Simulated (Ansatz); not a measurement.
# Lattice dynamics of CSO (R3m), part 2 of 2

Wanted: vibrations and spectra of CSO (R3m); the cell is already relaxed. After the zone centre comes a 3×3×3 q mesh on a 6×6×6 k mesh.

Ansatz 0.2.0; DFT PBEsol, scalar-relativistic, plane waves, norm-conserving pseudopotentials.

So far. Step 2 (Modes at Γ): Before it was imposed, the acoustic sum rule was missed by 7.4e-4 eV/Å² and the charge sum rule by 4.3e-5 e. Small misses are needed for a sound result but don't prove that mesh and cutoff are converged. The lowest optical mode is real, 64.8 cm⁻¹.

## 3. Response at finite wavevector

Stability and thermal properties need the whole zone. Linear response on a 3×3×3 q mesh gives force constants as far as a supercell of that size would, and the tensors from the zone-centre run are typed in so that the long-range dipole term is interpolated apart.

Contents of input.yaml:

```yaml
crystal:
  lattice:
    - [3.2503237501, 1.8765752921, 1.9904917019]
    - [-3.2503237501, 1.8765752921, 1.9904917019]
    - [0.0, -3.7531505841, 1.990491702]
  atoms:
    - { symbol: C, position: [0.7988444809, 0.7988444809, 0.7988444809] }
    - { symbol: S, position: [0.5372426943, 0.5372426943, 0.5372426943] }
    - { symbol: O, position: [0.9941128248, 0.9941128248, 0.9941128248] }
kpoints:
  mp_grid: { grid: [6, 6, 6] }
hamiltonian:
  xc: pbesol
  pseudopotentials: { kind: nc }
scf:
  occupations: { method: fixed }
output:
  eigenvalues: true
phonons:
  method: dfpt
  qmesh: [3, 3, 3]
  temperatures: { t_max: 1000, t_step: 50 }
  qpath:
    path:
      - [[0.0, 0.0, 0.0], [0.5, 0.0, 0.0], [0.5, -0.5, 0.5], [0.35418231, -0.64581769, 0.35418231]]
      - [[0.35418231, 0.35418231, 0.35418231], [0.0, 0.0, 0.0], [0.5, -0.5, 0.0]]
    npoints: 10
  non_analytic_term:
    high_frequency_dielectric_tensor: [[1.9327, 0.0, 0.0], [0.0, 1.9327, 0.0], [0.0, 0.0, 2.9295]]
    born_effective_charges:
      - { species: C, tensor: [[0.1335, 0.0, 0.0], [0.0, 0.1335, 0.0], [0.0, 0.0, 3.3095]] }
      - { species: S, tensor: [[0.0486, 0.0, 0.0], [0.0, 0.0486, 0.0], [0.0, 0.0, -0.9761]] }
      - { species: O, tensor: [[-0.1821, 0.0, 0.0], [0.0, -0.1821, 0.0], [0.0, 0.0, -2.3335]] }
    source: "zone-centre run at this cell"
```

Command:

```sh
> ansatz run input.yaml --threads 4 --pin off --max-ram 7168MiB --backend cpu --events-out ev --progress --plain --runs-dir out
```

Numbers of over 12 decimals in the logs are rounded to 6 here.

What it wrote:

```text
Warning: phonons: the dynamical matrix that this run interpolates holds no multipole term above the dipole-dipole one, and a site of this crystal is no centre of inversion, so its interpolated transverse optical and acoustic branches and sound speeds can stay off near Gamma, and the density of states and the thermodynamics with them. What a run solves at a wave vector of phonons.qpoints, Gamma apart, where the deck admits one, is free of this, and under fd what a larger phonons.supercell samples
[...]
Crystal: 3 atoms, lattice volume = 72.846 Å³
Basis set: ecut = 1142.878222 eV, 6407 PW (Γ), exchange–correlation on 96×96×96 points (8 copies of the dense FFT grid, shifted against one another)
Bands: 12, of which v1, the nominal top of the filled ones, is band 8 counted from 1 (7 counted from 0)
Symmetry: 6 space group operations
k-points: 32 of 216 (time reversal used)
[...]
SCF iter   1: F=—  HF=-911.858518 eV  |F-HF|=—  |Δ(HF+E_count)|=         —  Δρ=6.18e-2  dr2=2.54e0  ethr=3.10e-3  ⟨swp⟩=5.6  Hψ=2642  notcnv=0  defer=37
[...]
SCF iter  12: F=-910.937291 eV  HF=-910.937291 eV  |F-HF|=3.41e-12  |Δ(HF+E_count)|=  1.78e-11  Δρ=1.09e-7  dr2=5.97e-12  ethr=1.00e-12  ⟨swp⟩=10.8  Hψ=3187  notcnv=0
SCF 1 converged in 12 iterations: F = -910.937291 eV  dr2 = 5.97e-12
NSCF: frozen V_eff on 32 k-points
[...]
DFPT response loops at q = (0, 0, 0) (fractional): preconditioner auto → none (the input reference at scf.mixing.eps_inf says where Resta's filter doesn't serve); β = 0.50; Broyden in place of MSR1
[...]
WARN: phonons: 74 modes above zero would be rigid motions if what is in doubt were free, and are counted in the zero-point energy, free energy, entropy and heat capacity. With what each adds to F at 1000 K, by the weight of its row in the mesh: 8.90 cm⁻¹ (-0.001 eV; rigid weight 0.972, of which rotation 0.000), 12.51 cm⁻¹ (-0.001 eV; rigid weight 0.993, of which rotation 0.000), 13.54 cm⁻¹ (-0.001 eV; rigid weight 0.980, of which rotation 0.000), 15.34 cm⁻¹ (-0.001 eV; rigid weight 0.945, of which rotation 0.000), 16.09 cm⁻¹ (-0.001 eV; rigid weight 0.990, of which rotation 0.000), 18.21 cm⁻¹ (-0.001 eV; [rest of the remark cut]
SCF converged after 12 iterations
Free energy (F): -910.937291 eV
[...]
Internal energy: -910.937291 eV  (E = F + TS)
E sigma→0 (E₀):  -910.937291 eV
Fermi energy:    -1.465508 eV
[...]
--- Band table (eV; the first three rows and the last of 32) ---
  k-point 0: bands = [... 4 lower, -5.7405, -5.5241, -1.6067, -1.6067, 3.4272, 3.4272, 4.1439, 7.0773]
  k-point 1: bands = [... 4 lower, -5.7440, -5.6237, -1.7021, -1.5720, 3.4658, 3.5376, 4.6260, 7.0621]
  k-point 2: bands = [... 4 lower, -5.7704, -5.7510, -1.8772, -1.5015, 3.5439, 3.8603, 5.6845, 7.0410]
  k-point 31: bands = [... 4 lower, -6.0910, -6.0618, -2.0248, -2.0248, 4.2518, 4.2518, 6.0679, 8.1363]
--- Phonons (Γ-DFPT): 6 representative perturbations + reference (Σ response iterations 18) ---
  ASR residual: 1.515e-4 → 0.000e0 eV/Å²; symmetrization residual: 7.289e-7 eV/Å²
  ASR residual per site (eV/Å²): 4.02e-5 6.99e-5 1.52e-4
  Γ frequencies (cm⁻¹): 0.00 0.00 0.00 64.81 64.81 506.55 506.55 873.27 2035.34
--- Phonons (arbitrary-q DFPT): 6 irreducible q on the 3×3×3 mesh ---
  q = [0.0000, 0.0000, 0.0000] (star 1, of the zone-centre solve; hermiticity 1.14e-8, symmetrization 1.81e-11): -0.00 -0.00 0.00 64.81 64.81 506.55 506.55 873.27 2035.34
  q = [0.0000, 0.0000, 0.3333] (star 6, 9 solved perturbations on 126 of 216 k-point pairs; hermiticity 1.14e-7, symmetrization 1.31e-14, the responses' own estimated error 9.5e-5 eV/Å²): 21.56 24.76 46.07 50.02 60.73 504.02 508.35 873.32 2072.98
  q = [0.0000, 0.3333, 0.3333] (star 6, 6 solved perturbations in 1026 linear systems a pass and spin channel, the states on 216 of 216 k-point pairs; hermiticity 1.19e-7, symmetrization 2.79e-10, the responses' own estimated error 9.3e-5 eV/Å²): 24.73 29.50 45.35 47.62 57.97 503.89 504.94 873.88 2073.88
[...]
sum rule: each row above includes the acoustic sum rule's correction from the zone centre's row sums; it moved no ω² by more than (1.60 cm⁻¹)²
  mesh force constants: q→R imaginary residual 0.00e0; ASR residual 1.515e-4 → 0.000e0 eV/Å²; symmetrization residual 1.421e-14 eV/Å²
  interpolated dispersion: 53 rows × 9 modes
  density of states and harmonic sums: on the 15×15×15 q-mesh, interpolated from the force constants of a 3×3×3 supercell (with the dipole–dipole term of supplied tensors)
  largest difference from the sums on the solved wave vectors: F 3.61e-2 eV, S 4.38e-5 and C_V 7.65e-6 eV/K
  zero-point energy: 0.256908 eV/cell   skipped modes (ω ≤ 0): 11, of them read as no rigid motion or as one in doubt: 8 (2.133e-2 modes/cell left out, lowest -18.00 cm⁻¹)   rigid motions above zero, counted: 74   left out of the sums: 2.47e-3 of the cell's modes: C_V's classical limit lies that fraction below 3 k_B per atom; for a crystal, a wire or a layer, F and S can be off by more, and a phonons.interpolated_qmesh denser along its periods is the remedy for the sampling
```

The job ended after 5.2 min (4 threads of Arm Neoverse V1, shared host; peak memory 1.8 GiB).

This step gave:

| Quantity | Value |
| --- | --- |
| sum-rule residual before enforcement | 1.52e-4 eV/Å² |
| lowest frequency on the path | -19.06 cm⁻¹ |
| highest frequency on the path or at a solved wavevector | 2106 cm⁻¹ |
| lowest mode on the q mesh (acoustic modes at Γ apart) | 15.37 cm⁻¹ |

Frequencies (cm⁻¹) solved at each irreducible wavevector; negative means imaginary. Frequencies by wavevector, by row:

```csv
q in reciprocal lattice units,star,mode 1,mode 2,mode 3,mode 4,mode 5,mode 6,mode 7,mode 8,mode 9
0 0 0,1,0,0,0,64.8,64.8,506.6,506.6,873.3,2035
0 0 0.3333,6,21.6,24.8,46.1,50,60.7,504,508.4,873.3,2073
0 0.3333 0.3333,6,24.7,29.5,45.4,47.6,58,503.9,504.9,873.9,2074
0 0.3333 -0.3333,6,15.4,25.5,38.5,46.8,61,503.4,506.2,874.5,2054
0.3333 0.3333 0.3333,2,28.4,34.9,34.9,49.2,49.2,503.5,503.5,875.1,2064
0.3333 0.3333 -0.3333,6,21.3,32.4,39.8,48.5,55.4,505,507,873.3,2056
```

Interpolated from a 3×3×3 q mesh, with the LO-TO term (at Γ the limit along the path; where Γ stands inside the path, tables give the limit on arrival). The phonon branches at the labelled points (cm⁻¹):

```csv
point,branch 1,branch 2,branch 3,branch 4,branch 5,branch 6,branch 7,branch 8,branch 9
Γ,0,0,0,65,66,506,507,874,2076
halfway,17,19,32,56,62,505,508,874,2074
L,26,35,38,59,61,503,509,873,2072
halfway,20,29,41,46,58,505,507,873,2062
T,26,26,42,42,60,507,507,874,2048
halfway,31,31,43,43,60,506,506,874,2051
P0,35,35,39,48,48,504,504,875,2061
jump to P2,35,35,39,48,48,504,504,875,2061
halfway,24,24,54,54,58,505,505,875,2089
Γ,0,0,0,65,65,506,506,874,2106
halfway,16,28,31,55,63,505,506,874,2045
F,-19,28,33,46,59,501,506,875,2064
```

The phonon branches as a text plot (rows in cm⁻¹; labels by their first letter):

```
   2062 |********************************************************
   1974 |
   1885 |
   1797 |
   1708 |
   1619 |
   1531 |
   1442 |
   1354 |
   1265 |
   1177 |
   1088 |
    999 |
    911 |********************************************************
    822 |
    734 |
    645 |
    557 |
    468 |********************************************************
    379 |
    291 |
    202 |
    114 |
     25 |********************************************************
         Γ         L           T    P|P             Γ           F
```

Tetrahedra on a 15×15×15 mesh, mean over bins of 20 cm-1. Interpolated from a 3×3×3 q mesh. Table of phonon density of states by wavenumber; read off at these points:

```csv
wavenumber (cm⁻¹),phonon density of states (1/cm⁻¹/cell)
-30,0
30,0.0977
50,0.108
90,0
150,0
210,0
250,0
310,0
370,0
430,0
490,8.7e-4
510,0.0991
550,0
610,0
670,0
730,0
770,0
830,0
870,0.05
890,0
950,0
1010,0
1070,0
1130,0
1190,0
1250,0
1310,0
1350,0
1410,0
1470,0
1530,0
1590,0
1650,0
1710,0
1770,0
1830,0
1870,0
1930,0
1990,0
2050,0.0185
2070,0.0278
2110,1.0e-5
```

The partial phonon density of states has structure finer than the step of the table below, so its rows give means over 100 cm⁻¹, whole bins alone (the curve runs from -27.6 to 2175 cm⁻¹). Peaks (cm⁻¹: height): C 41.6: 0.0119, 498.8: 0.0353, 2064.2: 0.0145; O 41.6: 0.033, 498.8: 0.00855, 872.8: 0.0108, 2064.2: 0.00653; S 41.6: 0.0431, 872.8: 0.0114.

Phonopy on the run's constants, 13x13x13 mesh, Gaussian sigma 15.7 cm-1. Interpolated from a 3×3×3 q mesh. Table of partial phonon density of states by wavenumber; means over each step; values in 1/cm⁻¹/cell:

```csv
wavenumber (cm⁻¹),C,O,S
100,0.00178,0.00694,0.00766
200,0,0,0
300,0,0,0
400,1.5e-5,3.0e-6,9.9e-7
500,0.0151,0.00366,0.00107
600,9.9e-5,2.4e-5,6.6e-6
700,0,0,0
800,1.1e-4,4.0e-4,4.2e-4
900,0.00109,0.00388,0.00408
1000,0,0,0
1100,0,0,0
1200,0,0,0
1300,0,0,0
1400,0,0,0
1500,0,0,0
1600,0,0,0
1700,0,0,0
1800,0,0,0
1900,0,0,0
2000,0.00165,7.5e-4,2.9e-5
2100,0.00515,0.00232,9.5e-5
```

Symmetry leaves 6 wavevectors to solve. The lowest mode among them, the acoustic zeros apart, lies at q = (0, 0.333, -0.333) and is real, 15.4 cm⁻¹. Between them the interpolated path dips to 19i cm⁻¹.

## 4. Another isotope, element C, natural mass 12.011 amu

An isotope changes the mass and not the force constants, so no new electronic calculation is needed; the shifts show which modes move this element.

The same force constants with the mass of C changed from 12.011 to 13.003 u (phonopy, no LO-TO term). Both lists are sorted by frequency; levels can cross, so a row need not hold one and the same mode. Modes under 3 cm⁻¹ are left out. Isotope shifts, by row:

```csv
q,rank,natural mass (cm⁻¹),changed mass (cm⁻¹)
0 0 0,4,64.81,64.71
0 0 0,5,64.81,64.71
0 0 0,6,506.6,491.6
0 0 0,7,506.6,491.6
0 0 0,8,873.3,868.9
0 0 0,9,2035,1982
0 0 0.3333,1,21.56,21.38
0 0 0.3333,2,24.76,24.58
0 0 0.3333,3,46.07,45.73
0 0 0.3333,4,50.02,49.85
0 0 0.3333,5,60.73,60.64
0 0 0.3333,6,504,489.1
0 0 0.3333,7,508.4,493.4
0 0 0.3333,8,873.3,869
0 0 0.3333,9,2073,2019
0 0.3333 0.3333,1,24.73,24.63
0 0.3333 0.3333,2,29.5,29.26
0 0.3333 0.3333,3,45.35,45.08
0 0.3333 0.3333,4,47.62,47.36
0 0.3333 0.3333,5,57.97,57.78
0 0.3333 0.3333,6,503.9,489.1
0 0.3333 0.3333,7,504.9,490
0 0.3333 0.3333,8,873.9,869.6
0 0.3333 0.3333,9,2074,2019
0 0.3333 -0.3333,1,15.37,15.24
0 0.3333 -0.3333,2,25.47,25.29
0 0.3333 -0.3333,3,38.52,38.25
0 0.3333 -0.3333,4,46.75,46.59
0 0.3333 -0.3333,5,61.05,60.95
0 0.3333 -0.3333,6,503.4,488.5
0 0.3333 -0.3333,7,506.2,491.2
0 0.3333 -0.3333,8,874.5,870.2
0 0.3333 -0.3333,9,2054,2000
```

A mode of this element alone would shift by -3.89 %. The highest zone-centre frequency without the field goes from 2035.3 to 1982.1 cm⁻¹ (-2.6 %). The product of the frequency ratios over all optical modes at Γ is 0.910; the product rule, (m/m′)^(3k/2) (M′/M)^(3/2) with k = 1 such atoms and M the mass of the cell, gives 0.910.

## 5. Isotope substitution, element O, natural mass 15.999 amu

The same for O, from 16.00 to 18.00 u.

The same force constants with the mass of O changed from 15.999 to 17.999 u (phonopy, no LO-TO term). Both lists are sorted by frequency; levels can cross, so a row need not hold one and the same mode. Modes under 3 cm⁻¹ are left out. Isotope shifts, by row:

```csv
q,rank,natural mass (cm⁻¹),changed mass (cm⁻¹)
0 0 0,4,64.81,62.74
0 0 0,5,64.81,62.74
0 0 0,6,506.6,501.4
0 0 0,7,506.6,501.4
0 0 0,8,873.3,851.5
0 0 0,9,2035,2000
0 0 0.3333,1,21.56,21.19
0 0 0.3333,2,24.76,24.23
0 0 0.3333,3,46.07,45.26
0 0 0.3333,4,50.02,48.77
0 0 0.3333,5,60.73,58.83
0 0 0.3333,6,504,498.9
0 0 0.3333,7,508.4,503.1
0 0 0.3333,8,873.3,851.4
0 0 0.3333,9,2073,2038
0 0.3333 0.3333,1,24.73,24.07
0 0.3333 0.3333,2,29.5,28.98
0 0.3333 0.3333,3,45.35,44.49
0 0.3333 0.3333,4,47.62,46.63
0 0.3333 0.3333,5,57.97,56.39
0 0.3333 0.3333,6,503.9,498.6
0 0.3333 0.3333,7,504.9,499.8
0 0.3333 0.3333,8,873.9,851.8
0 0.3333 0.3333,9,2074,2039
0 0.3333 -0.3333,1,15.37,15.1
0 0.3333 -0.3333,2,25.47,25.05
0 0.3333 -0.3333,3,38.52,38.05
0 0.3333 -0.3333,4,46.75,45.14
0 0.3333 -0.3333,5,61.05,59.12
0 0.3333 -0.3333,6,503.4,498.2
0 0.3333 -0.3333,7,506.2,501.1
0 0.3333 -0.3333,8,874.5,852.5
0 0.3333 -0.3333,9,2054,2019
```

A mode of this element alone would shift by -5.72 %. The highest zone-centre frequency without the field goes from 2035.3 to 2000.5 cm⁻¹ (-1.7 %). The product of the frequency ratios over all optical modes at Γ is 0.880; the product rule, (m/m′)^(3k/2) (M′/M)^(3/2) with k = 1 such atoms and M the mass of the cell, gives 0.880.

## 6. Isotope substitution, element S, natural mass 32.06 amu

The same for S, from 32.06 to 33.97 u.

A mode of this element alone would shift by -2.85 %. The highest zone-centre frequency without the field goes from 2035.3 to 2034.6 cm⁻¹ (-0.0 %). The product of the frequency ratios over all optical modes at Γ is 0.961; the product rule, (m/m′)^(3k/2) (M′/M)^(3/2) with k = 1 such atoms and M the mass of the cell, gives 0.961.

## 7. Results

```yaml
space_group_within_0p01_a: R3m
volume_per_atom: 24.3 Å³
gap_on_the_k_mesh: 4.86 eV
highest_optical_mode_at_the_zone_centre_no_lo_to_term: 2035 cm⁻¹
top_of_the_zone_centre_spectrum_with_the_field: 2106 cm⁻¹
lowest_optical_zone_centre_mode: 64.8 cm⁻¹
mean_high_frequency_dielectric_constant: 2.26
mean_static_dielectric_constant: 2.45
largest_born_charge_third_of_the_trace: 1.19 e
lowest_mode_on_the_q_mesh_acoustic_modes_at_gamma_apart: 15.4 cm⁻¹
highest_frequency_on_the_path_or_at_a_solved_wavevector: 2106 cm⁻¹
imaginary_modes_on_the_3x3x3_q_mesh: none
```

**Reading.** No mode is imaginary at the 6 irreducible wavevectors solved, but between them the interpolated path dips to 19.1i cm⁻¹, so stability is not settled. Without the field, the optical modes at Γ span 65 to 2035 cm⁻¹. The highest mode in this list at Γ, 2035.3 cm⁻¹, has its largest share on C (68 % of the kinetic energy). With the macroscopic field of the longitudinal modes the top of the zone-centre spectrum lies at 2106 cm⁻¹, against 2035 cm⁻¹ without it. Lattice motion raises the mean dielectric constant from 2.265 to 2.451. The strongest infrared line is at 2035 cm⁻¹. Averaged over orientations, the strongest Raman line at 532 nm and 300 K is at 65 cm⁻¹, among the modes without the field; their longitudinal partners can be Raman active too. The interpolated path dips to 19i cm⁻¹ between the solved wavevectors, which may come from the interpolation; a denser q mesh would tell. Molecules or layers are held here by dispersion, which a functional without a dispersion term lacks, so the volume and the soft modes are poorly fixed (LDA binds such crystals far too tightly, GGAs too loosely). The program warns that the interpolation holds no quadrupole term, so branches close to Γ can be off in this crystal. These are harmonic frequencies at zero temperature: anharmonic shifts, linewidths and thermal expansion are left out.

[Logs are printed without paths, hosts, clocks, repeated set-up lines and the standing remarks that a program may print on its own settings, such as how far it seeks lower states.]

[Hosts, paths, dates, database ids (printed as entryN), source tags and the programs' standing remarks are cut or masked in the printed files.]
